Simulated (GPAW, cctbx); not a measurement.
# ZnGePd5: deformation density and structure factors from DFT

Question: by how much does bonding change the X-ray structure factors of ZnGePd5, and what does a routine refinement make of it?

The cell comes from substitution in a known structure type and wasn't matched to any measured phase. All numbers below are calculated.

## 1. Find the equilibrium geometry

The density hangs on the geometry, so cell and atoms are relaxed first, with the symmetry held. The cutoff is set higher than for the density because stress converges slowly with plane waves.

Settings: GPAW 26.7.0, PBE, 570 eV, 5×5×3 k-points (along the axes of the calculation cell), Fermi–Dirac width 0.1 eV, BFGS to 0.03 eV/Å.

```text
cell
1.0
     3.911000000    0.000000000    0.000000000
     0.000000000    3.911000000    0.000000000
     0.000000000    0.000000000    6.810000000
Pd Ge Zn
5 1 1
Direct
0.000000000 0.500000000 0.291900000
0.500000000 0.000000000 0.291900000
0.000000000 0.500000000 0.708100000
0.500000000 0.000000000 0.708100000
0.000000000 0.000000000 0.000000000
0.000000000 0.000000000 0.500000000
0.500000000 0.500000000 0.000000000
```

```console
$ OMP_NUM_THREADS=1 mpirun -n 4 gpaw python run.py > gpaw.log
```

```text
BFGS:    0      -27.596682        1.075437
BFGS:    1      -27.692592        0.937662
BFGS:    2      -27.931623        0.354949
BFGS:    3      -27.946815        0.211484
...
BFGS:   12      -27.959846        0.056554
BFGS:   13      -27.960964        0.043382
BFGS:   14      -27.961559        0.018105
cell  4.0207 4.0207 6.8366  90.00 90.00 90.00
volume 110.523 A^3, largest force 0.009 eV/A, largest stress 0.18 GPa
```

After 14 steps the volume has changed by +6.1 % and the energy by -0.365 eV; the largest stress left is 0.18 GPa. It took 4.8 min on 4 cores of Arm Neoverse V1 (shared host), peak memory 1.2 GiB.

Relaxed structure: P4/mmm (no. 123), a = 4.0207 Å, b = 4.0207 Å, c = 6.8366 Å, α = 90.00°, β = 90.00°, γ = 90.00°.

| atom | mult. | x | y | z |
| --- | --- | --- | --- | --- |
| Pd1 | 4 | 0 | 1/2 | 0.2797 |
| Pd2 | 1 | 0 | 0 | 0 |
| Ge1 | 1 | 0 | 0 | 1/2 |
| Zn1 | 1 | 1/2 | 1/2 | 0 |

## 2. Density and charge transfer

X-rays see the whole electron density, so the PAW density is rebuilt with its core regions. Subtracting spherical free atoms from the same code cancels the cores and leaves the deformation density Δρ, the part due to bonding.

Settings: PBE, 450 eV, 6×6×4 k-points (along the axes of the calculation cell), Fermi–Dirac width 0.1 eV; primitive cell of 7 atoms.

```console
$ OMP_NUM_THREADS=1 mpirun -n 4 gpaw python run.py > gpaw.log
```

```text
|iter:   1|       0s |  -34.863265 | +0.56 |       |
|iter:   2|       3s |  -32.550257 | -0.70 | -0.95 |
|iter:   3|       5s |  -28.721890 | -0.05 | -1.02 |
...
|iter:  14|      30s |  -27.845974c| -6.63 | -5.49c|
|iter:  15|      32s |  -27.845974c| -7.04 | -5.50c|
|iter:  16|      33s |  -27.845974c| -7.43c| -6.16c|
```

```text
grid (40, 40, 70)  electrons 292.000  moved by bonding 2.255 e
deformation density beyond 0.5 A of the nuclei: max 0.066, min -0.304 e/A^3
atom        x       y       z   Voronoi charge  moment
Pd1    0.0000  0.5000  0.2797      0.085       0.00
Pd2    0.5000  0.0000  0.2797      0.085       0.00
Pd3    0.0000  0.5000  0.7203      0.085       0.00
Pd4    0.5000  0.0000  0.7203      0.085       0.00
Pd5    0.0000  0.0000  0.0000      0.010       0.00
Ge6    0.0000  0.0000  0.5000     -0.263       0.00
Zn7    0.5000  0.5000  0.0000     -0.087       0.00
mean inner potential of superposed free atoms 22.948 V
total magnetic moment 0.000 muB
```

Deformation density in a plane through the shortest contact of the Pd atom at the origin, in 0.01 e/Å³ (clipped at ±99); x from -1.6 to 4.1 Å, y from 2.4 down to -2.4 Å:

```text
  1  -4   .   .  -4   4   5 -14   .   .   . -14   2   4  -6   0
  2  -5   .  -3  -3   4   4  -8 -17   .  -9  -7   2   4   1  -3
  2  -1  -2   0   3   5   5   0  -7 -10  -4   2   4   4   3   3
  3   3   5   7   5   4   4   4   4   5   7   5   3   3   4   4
  4   4   2  -3 -11  -8  -1   4   5   3   0  -2  -1   2   4   2
  4   3  -6  -9   . -15 -11   3   5  -2  -4   .  -6   0   5  -1
  3   3 -12 -14   .   . -18   3   5  -4   .   .  -2   0   7  -4
  2   4  -7 -17   .  -5  -7   3   4  -3  -4   .  -5   1   6  -2
  3   4   0  -7 -13 -11  -2   4   3   0  -2  -1   1   4   5   3
  3   3   3   3   2   3   4   4   3   3   4   6   6   5   4   4
  3   3   3   4   4   2   2   3   3   4   4   0  -7 -10  -4   3
  2   3   3   2  -5 -14  -6  -2   3   4  -1  -9 -12   . -17  -2
 -6   3   4  -3 -12   .   .  -9  -1   5  -4 -21   .   . -28  -5
```

Atoms in or within 0.15 Å of the plane: Pd (3.2, -2.4), Pd (0.0, 0.0), Pd (1.8, 2.4), Ge (2.5, 0.0), Ge (-0.7, 2.4) Å. Dots mark points within about 0.45 Å of a nucleus; large values next to them are atomic features.

Ge gains most (-0.26 e) and Pd loses most (+0.07 e), in averages over each element's sites, which isn't the order of electronegativity: valence and coordination count too, and Voronoi cells cut space at the midplane whatever the atoms' sizes. Such charges fall far short of formal ones, since overlapping free atoms already put density on their neighbours. Along the shortest contact from the Pd atom at the map's origin, Pd–Ge at 2.51 Å, Δρ is +0.07 e/Å³ at the midpoint: a modest build-up. At the midpoints of other shortest contacts it is +0.05 (Pd–Pd, 2.77 Å) and +0.04 (Pd–Zn, 2.77 Å) e/Å³. Point values carry grid noise of about 0.01 e/Å³. The run needed 16 iterations, 45 s.

## 3. Structure factors

The Fourier components of Δρ, added to those of the free atoms, give the static X-ray structure factors; the Mott–Bethe relation turns them into the Fourier components V of the potential that fast electrons feel.

```text
static structure factors of the conventional cell: F in electrons, V (Mott-Bethe) in volts
   h  k  l      d  |F| table  |F| free   |F| DFT   change   |V| free  |V| DFT  change %
   0  0  1  6.8366     9.704     9.712     9.623   -0.088     0.315    0.486     54.5
   1  0  0  4.0207    43.356    43.249    43.188   -0.062     3.185    3.226      1.3
   1  0  1  3.4658    13.349    13.478    13.618    0.140     1.256    1.187     -5.5
   0  0  2  3.4183    56.685    56.382    55.844   -0.538     3.373    3.633      7.7
   1  1  0  2.8431    64.670    64.453    63.782   -0.671     3.871    4.096      5.8
   1  1  1  2.6251    64.660    64.476    63.982   -0.494     3.901    4.042      3.6
   1  0  2  2.6043    39.049    39.057    38.881   -0.175     2.516    2.565      2.0
   0  0  3  2.2789   111.427   111.222   110.492   -0.730     6.560    6.718      2.4
   1  1  2  2.1858   215.614   215.314   214.073   -1.241    12.687   12.933      1.9
   2  0  0  2.0103   218.123   217.837   216.776   -1.061    12.431   12.608      1.4
   1  0  3  1.9826    11.990    11.823    11.811   -0.013     0.681    0.683      0.3
   2  0  1  1.9287     7.377     7.299     7.233   -0.066     0.397    0.407      2.5
   2  1  0  1.7981    34.071    34.131    34.009   -0.123     1.860    1.876      0.9
   1  1  3  1.7781    37.927    37.986    37.843   -0.143     2.058    2.077      0.9
```

The largest X-ray change is -1.24 e on 112, 0.6 % of |F|. For electrons V goes as (Z − F)/g², so a change of F counts against Z − F, which is small at low angle and wherever the atoms' terms cancel: |V| of 001 moves by +54.5 % (0.32 to 0.49 V) against -0.9 % in |F|. The tabulated Hartree–Fock atoms differ from the free DFT atoms by up to 0.30 e, so the choice of reference atom matters too.

## 4. What a spherical-atom refinement makes of it

Routine crystallography fits spherical atoms. To see the bias, intensities are simulated from tabulated atoms plus the DFT change ΔF, so that bonding alone can misfit (7182 reflections of the full sphere, merged to the counts below, to 0.4 Å, 1.5 % proportional noise plus counting noise, assumed isotropic U as listed, Δρ smeared by the mean U) and refined with cctbx over different ranges.

| range | data | R1 | GooF | U Pd1 (true 0.0049) | U Pd2 (true 0.0049) | U Ge1 (true 0.0056) | U Zn1 (true 0.0057) | largest shift (Å) | Δρ max, min (e/Å³) |
| --- | --- | --- | --- | --- | --- | --- | --- | --- | --- |
| all data | 595 | 0.0054 | 1.00 | 0.0049 | 0.0049 | 0.0056 | 0.0057 | 0.0000 | 0.70, -0.82 |
| low resolution, d > 0.84 | 84 | 0.0048 | 1.13 | 0.0046 | 0.0045 | 0.0051 | 0.0054 | 0.0004 | 0.24, -0.27 |
| high order, d < 0.75 | 483 | 0.0055 | 0.95 | 0.0049 | 0.0049 | 0.0056 | 0.0057 | 0.0001 | 0.63, -0.67 |
| occupancies free, d > 0.7 | 133 | 0.0050 | 1.12 | 0.0047 | 0.0048 | 0.0057 | 0.0056 | 0.0001 | 0.25, -0.32 |

With all data GooF is 1.00, so at this noise the bonding hardly shows; the top residual peak lies 2.02 Å from Pd and 2.02 Å from Pd. U of Ge1 is off by -9 % at low resolution and by +0 % from high-order data, where mostly the cores scatter (GooF 0.95). With Pd1 held at 1 and the scale free, the other occupancies refine to Pd2 1.001(0.002), Ge1 1.005(0.002) and Zn1 1.002(0.003), within three s.u. of full.

## 5. Answer

Bonding moves 2.25 e in the primitive cell of ZnGePd5 and changes the structure factors of the conventional cell in the table above by at most 1.24 e (112, 0.6 %), and among reflections above 2 % of the strongest by up to 1.0 % (110). The shortest bond, Pd–Ge, has Δρ = +0.07 e/Å³ at its midpoint. With all data GooF is 1.00, so at this noise the bonding hardly shows. Limits: static density, frozen cores, no spin–orbit coupling.

[Outputs are excerpts: Python notices, other lines and further rows are left out; steps that failed or that the build refused (PBEsol, TPSS) are not shown.]

[Logs are printed without paths, hosts, clocks, repeated set-up lines and the standing remarks that a program may print on its own settings, such as how far it seeks lower states.]
